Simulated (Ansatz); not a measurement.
An input for Ansatz 0.2.0 (LiPS3 (C2/m)):

```yaml
crystal:
  lattice:
    - [5.5578, -3.5035, 0.0]
    - [5.5578, 3.5035, 0.0]
    - [-3.7957895619, 0.0, 5.3074392707]
  atoms:
    - { symbol: Li, position: [0.7591184309, 0.2408815691, 0.0] }
    - { symbol: Li, position: [0.2408815691, 0.7591184309, 0.0] }
    - { symbol: P, position: [0.1535229576, 0.1535229576, 0.5780140654] }
    - { symbol: P, position: [0.8464770424, 0.8464770424, 0.4219859346] }
    - { symbol: S, position: [0.2240344925, 0.7759655075, 0.5] }
    - { symbol: S, position: [0.7759655075, 0.2240344925, 0.5] }
    - { symbol: S, position: [0.197106774, 0.197106774, 0.3187113102] }
    - { symbol: S, position: [0.802893226, 0.802893226, 0.6812886898] }
    - { symbol: S, position: [0.3227742362, 0.3227742362, 0.940813349] }
    - { symbol: S, position: [0.6772257638, 0.6772257638, 0.059186651] }
kpoints:
  mp_grid: { grid: [2, 2, 2] }
hamiltonian:
  xc: pbe
  pseudopotentials: { kind: paw, source: ansatz }
scf:
  occupations: { method: fixed }
gw:
  n_empty_bands: 469
  ecut_chi: 100
  qp_bands: [v3, c3]
  qp_kpoints: band_edges
  screening: { model: contour_deformation }
```

```sh
ansatz run input.yaml --threads 2 --pin off --max-ram 92160MiB --backend cuda --events-out ev --progress --plain --runs-dir out --devices 1 --max-vram 13GiB
```

How long will it take on 1 × NVIDIA H100 80GB HBM3 (shared by 6 runs) with 2 threads of AMD EPYC 7R13 (Zen 3), shared host, and how much memory?

It took 29 s; on shared hardware allow 15 s to 59 s. Peak host memory was 1.9 GiB. The sizes that set the cost: 10177 plane waves a state, 6 irreducible k points, 495 bands summed, 479 plane waves in the screening and 9 SCF cycles.

The screening grows as filled bands × empty bands × pairs of k points, times the square of the screening basis for the matrix.

[Paths, hosts, dates, memory and timing lines, banners, echoed tables and standing remarks are left out of the program output.]

[Logs are printed without paths, hosts, clocks, repeated set-up lines and the standing remarks that a program may print on its own settings, such as how far it seeks lower states.]

[Runs of the session that timed out or met a known fault of the program may be left out.]

[Cells called generated may have been cut or substituted from an entry of the Crystallography Open Database or the Materials Project.]

[Hosts, paths, dates, database ids (printed as entryN), source tags and the programs' standing remarks are cut or masked in the printed files.]
